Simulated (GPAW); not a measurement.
SnO2 (Pnnm), O K edge of atom 3, with 3 Sn at 2.09 Å (distorted trigonal planar, site symmetry m). Method: GPAW, LDA, full core hole (charged cell), 24-atom cell with 6.8 Å between holes, 3×3×3 k points, dipole transitions, Gaussian full width 0.9 eV up to 4 eV, rising linearly to 3.5 eV at 25 eV.

```
Sn O
1.0
     4.78800    0.00000    0.00000
     0.00000    4.86658    0.00000
     0.00000    0.00000    3.24090
Sn O
2 4
Cartesian
  0.0000 0.0000 0.0000
  2.3940 2.4333 1.6204
  3.3906 3.3042 0.0000
  0.9966 3.9957 1.6204
  3.7914 0.8709 1.6204
  1.3974 1.5624 0.0000
```

Energy from the lowest empty level; a common scale on which the isotropic spectrum has a mean of 1 over the first 20 eV.

```csv
E (eV),curve 1,curve 2,curve 3
-2.00,0.00,0.00,0.00
-1.25,0.00,0.00,0.00
-0.50,0.00,0.00,0.00
0.25,0.01,0.00,0.00
1.00,0.09,0.10,0.07
1.75,0.23,0.18,0.19
2.50,0.70,1.22,0.65
3.25,1.90,3.57,1.95
4.00,1.30,3.52,1.38
4.75,0.61,1.09,0.64
5.50,0.56,0.84,0.55
6.25,0.79,0.93,0.75
7.00,1.35,2.23,1.31
7.75,1.77,2.30,1.81
8.50,2.32,2.13,2.38
9.25,2.82,1.88,2.86
10.00,2.53,1.37,2.55
10.75,1.94,1.04,1.91
11.50,1.30,0.86,1.29
12.25,0.74,0.56,0.70
13.00,0.49,0.34,0.42
13.75,0.38,0.21,0.35
14.50,0.34,0.18,0.33
15.25,0.36,0.27,0.35
16.00,0.40,0.41,0.42
16.75,0.46,0.50,0.55
17.50,0.54,0.53,0.69
18.25,0.61,0.53,0.76
19.00,0.65,0.53,0.75
19.75,0.68,0.57,0.71
20.50,0.72,0.62,0.69
21.25,0.79,0.71,0.69
22.00,0.84,0.83,0.70
22.75,0.85,0.99,0.70
23.50,0.85,1.17,0.71
24.25,0.87,1.34,0.74
25.00,0.92,1.47,0.79
25.75,0.97,1.52,0.86
26.50,0.98,1.47,0.92
27.25,0.95,1.34,0.98
28.00,0.92,1.19,1.03
28.75,0.94,1.11,1.12
29.50,1.04,1.11,1.24
30.25,1.19,1.16,1.34
31.00,1.33,1.17,1.38
31.75,1.38,1.11,1.37
```

**Question.** The curves are for the electric vector along different Cartesian axes of the cell as given, averaged over the symmetry-equivalent atoms. Which is which?

Curve 1: along x, main maxima 3.5 eV (2.02) and 9.4 eV (2.83). Curve 2: along z, main maxima 3.6 eV (4.32) and 7.4 eV (2.41). Curve 3: along y, main maxima 3.5 eV (2.11), 9.4 eV (2.87) and 18.5 eV (0.77). A K edge sees empty p states on the absorber. Each direction probes the empty orbitals that point along it. The mesh is coarse (0.35 Å⁻¹ between points), so small maxima may be mesh ripples. Lifetime broadening is put in by hand, and intensities beyond about 20 eV depend on it and on the partial waves.

[Banner, clock and machine lines of the logs are left out without a mark of their own.]

[Logs are printed without paths, hosts, clocks, repeated set-up lines and the standing remarks that a program may print on its own settings, such as how far it seeks lower states.]

[Hosts, paths, dates, database ids (printed as entryN), source tags and the programs' standing remarks are cut or masked in the printed files.]

[Lists of maxima count a maximum above −3 eV only where it reaches 4 % of the highest in the window and stands out from its surroundings by 2 % of it (1.5 % where it reaches 55 %); shoulders and weaker maxima are passed over, and of the rest the first, up to two pre-edge ones and the few strongest are named.]
